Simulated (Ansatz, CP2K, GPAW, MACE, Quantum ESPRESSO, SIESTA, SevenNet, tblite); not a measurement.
**GPAW on amorphous SnO2 (72 atoms): settings against a plane-wave reference**

How near does GPAW come to plane waves for amorphous SnO2 (72 atoms)?

Method: the method is named at each step, in GPAW 26.7.0.

## Step 1: Starting point

The cell holds 72 atoms: 24 Sn and 48 O. Its edges and angles: a = 9.851 Å, b = 9.851 Å, c = 9.851 Å, α = 90.0°, β = 90.0°, γ = 90.0°. 72 atoms (24 Sn, 48 O) placed at random at 6.03 g/cm³, melted at 5000 K for 10 ps at fixed volume with the Morse and Coulomb pair potential with partial charges (Pedone, Malavasi, Menziani, Cormack and Segre, J. Phys. Chem. B 110, 11780 (2006)). Quenched from 5000 K to 300 K at 50 K/ps and fixed volume, held 10 ps at zero pressure, then minimised at fixed cell. Then every atom was moved at random, 0.02 Å r.m.s. a Cartesian component.

The yardstick, on the same geometry:

```
method                 : Kohn-Sham DFT, PBE, SSSP efficiency 1.3.0 pseudopotentials, plane waves (Quantum ESPRESSO 7.5); sssp-pbe-1.3.0-efficiency, cutoffs 60/480 Ry, Γ point
r.m.s. force component : 0.686 eV/Å
longest force          : 2.589 eV/Å
pressure               : 8.505 GPa
time                   : 2.3 min on 4 MPI ranks of Arm Neoverse V2, shared host
CPU time               : 9.4 min
```

## Step 2: PBE, LCAO dzp, h 0.18 Å

Method: Kohn-Sham DFT, PBE, PAW, atomic orbitals (dzp).

run.py reads:

```python
import numpy as np
from ase.io import read
from gpaw import GPAW, FermiDirac

atoms = read("structure.xyz")
atoms.calc = GPAW(
    mode="lcao",
    basis="dzp",
    h=0.18,
    xc="PBE",
    kpts={"size": (1, 1, 1), "gamma": True},
    occupations=FermiDirac(0.05),
    maxiter=200,
    symmetry={"point_group": False},
    txt="gpaw.txt",
)
energy = atoms.get_potential_energy(force_consistent=True)
forces = atoms.get_forces()
print(f"energy {energy:.6f} eV")
print("forces (eV/A)")
for i, (a, f) in enumerate(zip(atoms, forces)):
    print(f"{i:4d} {a.symbol:2s} {f[0]:10.5f} {f[1]:10.5f} {f[2]:10.5f}")
print(f"Fermi level {atoms.calc.get_fermi_level():.4f} eV")
for k in range(len(atoms.calc.get_ibz_k_points())):
    for s in range(atoms.calc.get_number_of_spins()):
        e = atoms.calc.get_eigenvalues(kpt=k, spin=s)
        n = np.searchsorted(e, atoms.calc.get_fermi_level())
        print(f"k {k} spin {s} levels about the Fermi level:", np.round(e[max(n - 6, 0):n], 4).tolist(), "|", np.round(e[n:n + 6], 4).tolist())
```

structure.xyz reads:

```xyz
72
Lattice="9.85089 0.00000 0.00000 0.00000 9.85089 0.00000 0.00000 0.00000 9.85089" Properties=species:S:1:pos:R:3 pbc="T T T"
Sn 7.21666 6.63211 3.26636
Sn 0.47905 2.16749 4.26317
Sn 5.00258 1.75247 0.97386
Sn 7.61533 4.56953 5.68840
Sn 2.18522 6.89464 3.83860
Sn 4.85895 7.11599 5.88640
Sn 9.64816 2.01933 9.30486
Sn 2.04091 4.61869 7.39299
Sn 2.04642 0.33739 1.72952
Sn 5.72573 9.80361 4.68676
Sn 8.16599 0.27720 2.34697
Sn 9.65801 7.15854 1.19767
Sn 8.21712 5.32076 9.23915
Sn 9.76420 6.84095 6.29403
Sn 2.51710 7.92642 8.79714
Sn 3.63311 2.91537 4.33016
Sn 4.91284 8.45945 1.25412
Sn 2.02731 9.68874 5.90531
Sn 4.60854 5.34559 0.58150
Sn 1.16191 4.17353 1.77681
Sn 7.76260 9.12517 8.56978
Sn 8.00868 1.37499 6.13198
Sn 5.16315 3.79190 7.64311
Sn 7.42728 3.66502 2.00495
O 8.61736 5.33101 7.28395
O 5.66840 9.51665 2.71855
O 3.75654 0.16599 0.65962
O 3.56474 3.68207 6.26950
O 6.29748 9.06577 9.82183
O 3.56681 1.91836 2.41761
O 8.42576 7.29715 9.48493
O 6.90065 1.71701 1.71849
O 3.60503 4.68065 8.64967
O 8.79803 8.25830 7.11983
O 6.22369 5.14413 9.11818
O 3.92656 9.00421 5.39405
O 5.19053 1.89393 4.65839
O 0.87151 3.21218 8.06197
O 8.30745 3.39629 9.84212
O 8.39069 8.10324 2.45425
O 5.50054 3.78934 1.41183
O 6.53676 9.82390 6.58719
O 3.88854 7.37329 7.46875
O 0.39394 0.61509 2.85282
O 1.24801 8.38577 0.54574
O 8.51038 6.26221 4.80123
O 3.77447 6.21394 4.52589
O 5.07212 2.39849 8.99958
O 1.26712 7.98346 5.22609
O 2.34028 1.47872 4.90702
O 1.31480 2.17281 0.85929
O 6.83455 3.08490 6.76323
O 8.96500 0.33493 0.47432
O 1.32760 6.60601 7.91539
O 2.76111 8.53796 2.81302
O 7.69611 0.66168 4.27036
[... 12 atom lines left out ...]
O 6.19197 7.76762 4.64578
O 8.87624 3.09732 5.29003
O 3.79772 7.21016 0.25120
O 1.81778 3.58060 3.62897
```

Launch:

```console
$ OMP_NUM_THREADS=1 python run.py > output.txt
```

The program printed:

```text
energy -400.338528 eV
forces (eV/A)
   0 Sn   -0.98373   -0.67041    0.16951
   1 Sn   -0.22175    0.07921   -0.61329
   2 Sn   -0.25582    1.48059    0.40365
   3 Sn   -0.37044    1.54783   -0.44326
   4 Sn    0.08887    0.53442   -0.33481
   5 Sn   -0.87786   -0.93090    0.69287
   6 Sn    2.20763    1.27322    1.14528
   7 Sn   -0.76029    0.91121   -0.10402
   8 Sn   -0.15971   -0.03084    0.64115
   9 Sn   -1.72391    0.80636    0.21961
  10 Sn    0.37726   -0.30627   -0.53486
  11 Sn    1.35747   -0.12737   -0.51716
  12 Sn   -0.05446   -0.76663   -0.54144
  13 Sn    1.10641   -1.11344    0.90218
  14 Sn   -0.97067    0.11191   -0.86264
  15 Sn   -0.32578    0.52515   -0.88191
  16 Sn    0.12254   -0.70729    1.63577
  17 Sn    0.40424   -0.09605   -0.03972
  18 Sn    0.19194    0.25811   -0.59520
  19 Sn    0.48700    0.00144   -0.91136
  20 Sn    0.54201   -0.85286   -0.09141
  21 Sn    0.02436    0.24938    0.85827
  22 Sn    0.47910    0.98905   -0.11225
  23 Sn    0.40743   -0.39183    0.19744
[...]
64 O    -0.91852   -1.43932    0.30445
  65 O    -0.49035   -0.58569   -0.20853
  66 O    -0.48420    0.10695   -0.24140
  67 O     0.67350    1.22525   -0.80704
  68 O     1.59904    0.37116   -0.64793
  69 O     0.69184   -1.16628    0.08605
  70 O    -0.23711   -0.57229    0.06784
  71 O    -0.02427    0.67137    0.60559
Fermi level 5.3471 eV
k 0 spin 0 levels about the Fermi level: [4.9177, 4.9518, 5.0401, 5.0462, 5.1665, 5.2193] | [5.4549, 7.6928, 8.021, 8.2596, 8.3272, 8.4897]
```

gpaw.txt:

```text
Input parameters:
  mode=LCAO(),
  basis={'default': 'dzp'},
  h=0.18,
  kpts=MonkhorstPack(size=(1, 1, 1), gamma=True),
  maxiter=200,
  occupations=Occupations(name='fermi-dirac', width=0.05, fixmagmom=False),
  symmetry=Symmetry(point_group=False),
  xc=XC(name='PBE')
Unit cell  # Å
| periodic |        x |        y |        z |  lengths |    angles |
|----------|----------|----------|----------|----------|-----------|
|      yes | 9.850890 | 0.000000 | 0.000000 | 9.850890 | 90.000000 |
|      yes | 0.000000 | 9.850890 | 0.000000 | 9.850890 | 90.000000 |
|      yes | 0.000000 | 0.000000 | 9.850890 | 9.850890 | 90.000000 |
Number of symmetries: 1
Symmetry operations  # r_c * U_cc + t_c -> r_c
|   | kind |            matrix            |
|---|------|------------------------------|
| 0 |  E   |  1, 0, 0,  0, 1, 0,  0, 0, 1 |
BZ-sampling:
  Number of BZ points: 1
  Number of IBZ points: 1
  Monkhorst-Pack size: [1, 1, 1]
  Monkhorst-Pack shift: [0, 0, 0]
[... lines left out ...]
  Fermi-Dirac:
[... lines left out ...]
xc functional:
  name: PBE with 2 nearest neighbor stencil
interpolation: tri-quintic # 5. degree polynomial
Initialization done in: 7.706 s
convergence criteria:
- Maximum [total energy] change in last 3 cyles: 0.0005 eV / valence electron
- Maximum integral of absolute [dens]ity change: 0.0001 electrons / valence electron
- Maximum integral of absolute [eigenst]ate change: 4e-08 eV^2 / valence electron
maximum number of iterations: 200
SCF iterations
|iter     |      energy | eigst |  dens |
|---------|-------------|-------|-------|
|iter:   1| -455.644848 |      c|       |
|iter:   2| -441.576047 |      c| -0.95 |
|iter:   3| -401.119868 |      c| -1.00 |
|iter:   4| -402.508285 |      c| -1.60 |
|iter:   5| -400.445247 |      c| -1.79 |
|iter:   6| -401.081966 |      c| -1.99 |
|iter:   7| -400.396939 |      c| -2.18 |
|iter:   8| -400.377268 |      c| -2.76 |
|iter:   9| -400.329667c|      c| -2.87 |
|iter:  10| -400.317756c|      c| -3.08 |
|iter:  11| -400.308264c|      c| -3.28 |
|iter:  12| -400.304483c|      c| -3.42 |
|iter:  13| -400.303724c|      c| -3.71 |
|iter:  14| -400.300463c|      c| -3.78 |
|iter:  15| -400.300850c|      c| -4.32c|
Converged in 15 steps
SCF loop duration: 136.052 s (9.070 s/step)
Energy contributions relative to reference atoms: (reference = -4130217.549825)
Energy contributions:
  Kinetic:        1062.476358
  Coulomb:        -917.070794
  Zero:              8.046047
  External:          0.000000
  Xc:             -553.714783
  Entropy:          -0.075355
  Spinorbit:         0.000000
  ----------------------------
  Free energy:    -400.338528
  Extrapolated:   -400.300850
dipole moment: (27.729215, 35.287577, 29.977532)  # |e|*Ang
Fermi level: 5.347
Eigenvalues  # (at kpt = [0.000, 0.000, 0.000])
| band index |      eig [eV] | occ [0-2] |
|------------|---------------|-----------|
|          0 |       -16.847 |     2.000 |
|        ... |               |           |
|        304 |         4.882 |     2.000 |
|        305 |         4.889 |     2.000 |
[...]
|        319 |         8.755 |     0.000 |
|        ... |               |           |
|        378 |        14.969 |     0.000 |
Gap: 0.236 eV
Transition (v -> c):
  (s=0, k=0, n=311, [0.00, 0.00, 0.00]) -> (s=0, k=0, n=312, [0.00, 0.00, 0.00])
No difference between direct/indirect transitions
Force computation time: 19.637  # s
timing:  # [seconds]
  Total:  163.416  # ━━━━━━━━━━━━━━━━━━━━━━━━━━━━━━━━━━━━━━━━━━━━━━━━━━━━━━━━
  Init:     7.706  # ━━╸
  SCF:    136.052  # ━━━━━━━━━━━━━━━━━━━━━━━━━━━━━━━━━━━━━━━━━━━━━━╸
  Forces:  19.637  # ━━━━━━╸
```

The job ended after 2.7 min (1 thread of Arm Neoverse V2, shared host; peak memory 1.5 GiB).

Banners, paths, timers and routine set-up lines are dropped from the logs unmarked, and long logs keep their key lines alone; longer cuts are marked.

Compared with the plane-wave run:

| Property | Result |
| --- | --- |
| r.m.s. force component | 0.7611 eV/Å |
| r.m.s. difference of force components | 127.4 meV/Å |
| longest difference of force vectors | 607.4 meV/Å |
| force difference over r.m.s. force | 18.57 % |
| slope of forces against the reference's | 1.098 |
| correlation of force components | 0.9899 |
| gap (highest filled to lowest empty level) | 0.2356 eV |

Length of the force difference by element (eV/Å):

| element | atoms | mean | most |
| --- | --- | --- | --- |
| O | 48 | 0.20 | 0.46 |
| Sn | 24 | 0.18 | 0.61 |

Levels nearest the highest filled one (eV from it): -0.30, -0.27, -0.18, -0.17, -0.05, 0.00, 0.24, 2.47, 2.80, 3.04, 3.11, 3.27.

Local excerpt of 9 atoms (numbers count through the whole input) about Sn7, which bears the longest force; x, y, z are measured from there.

| atom | x | y | z | distance (Å) | bonds | Fx | Fy | Fz (eV/Å) |
| --- | --- | --- | --- | --- | --- | --- | --- | --- |
| Sn7 | 0.00 | 0.00 | 0.00 | 0.00 | 5 | 2.21 | 1.27 | 1.15 |
| O57 | -1.11 | -0.93 | -1.27 | 1.93 | 3 | -0.86 | -0.34 | -0.83 |
| O39 | -1.34 | 1.38 | 0.54 | 2.00 | 3 | -0.89 | -0.21 | 0.48 |
| O38 | 1.07 | 1.19 | -1.24 | 2.03 | 2 | -0.64 | -0.78 | -0.14 |
| O51 | 1.52 | 0.15 | 1.41 | 2.07 | 3 | 0.39 | -0.04 | -0.73 |
| O53 | -0.68 | -1.68 | 1.02 | 2.08 | 3 | -0.29 | -1.15 | -0.37 |
| O59 | -0.32 | 1.20 | 3.10 | 3.34 | 3 | 0.39 | -0.68 | 0.82 |
| Sn21 | -1.89 | -2.75 | -0.74 | 3.41 | 6 | 0.54 | -0.85 | -0.09 |
| O62 | 0.54 | 3.30 | 0.84 | 3.45 | 3 | 0.04 | 0.40 | -0.89 |

Atoms are counted from 1 here, from 0 in the log.

Forces lie 19 % from the reference's, at 0.29 times its CPU time (on 1 against 4 cores).

## Step 3: Results

```
force difference from the reference : GPAW PBE, LCAO dzp, h 0.18 Å, 19 %
its CPU time                        : 2.7 min
```

**Reading.** The PBE run in local orbitals differs by 19 % (GPAW PBE, LCAO dzp, h 0.18 Å); basis, grid and potentials can all enter. One electronic-structure run takes under half the reference's CPU time: GPAW PBE, LCAO dzp, h 0.18 Å, at 19 % in 2.7 min against 9.4 min. The quench rate of 50 K/ps is many orders above laboratory rates, so the cell is likely richer in defects and strain than a real sample. The network of bonds at the start is that of the classical potential that made the cell, and needn't be the one that DFT or experiment would give. The electronic-structure runs sample only Γ, in a cell whose shortest periodic width is 10 Å.

[Also dropped from logs without a mark: logging warnings of Python, and SIESTA's first energy breakdown and zero terms.]

[Logs are printed without paths, hosts, clocks, repeated set-up lines and the standing remarks that a program may print on its own settings, such as how far it seeks lower states.]

[Hosts, paths, dates, database ids (printed as entryN), source tags and the programs' standing remarks are cut or masked in the printed files.]
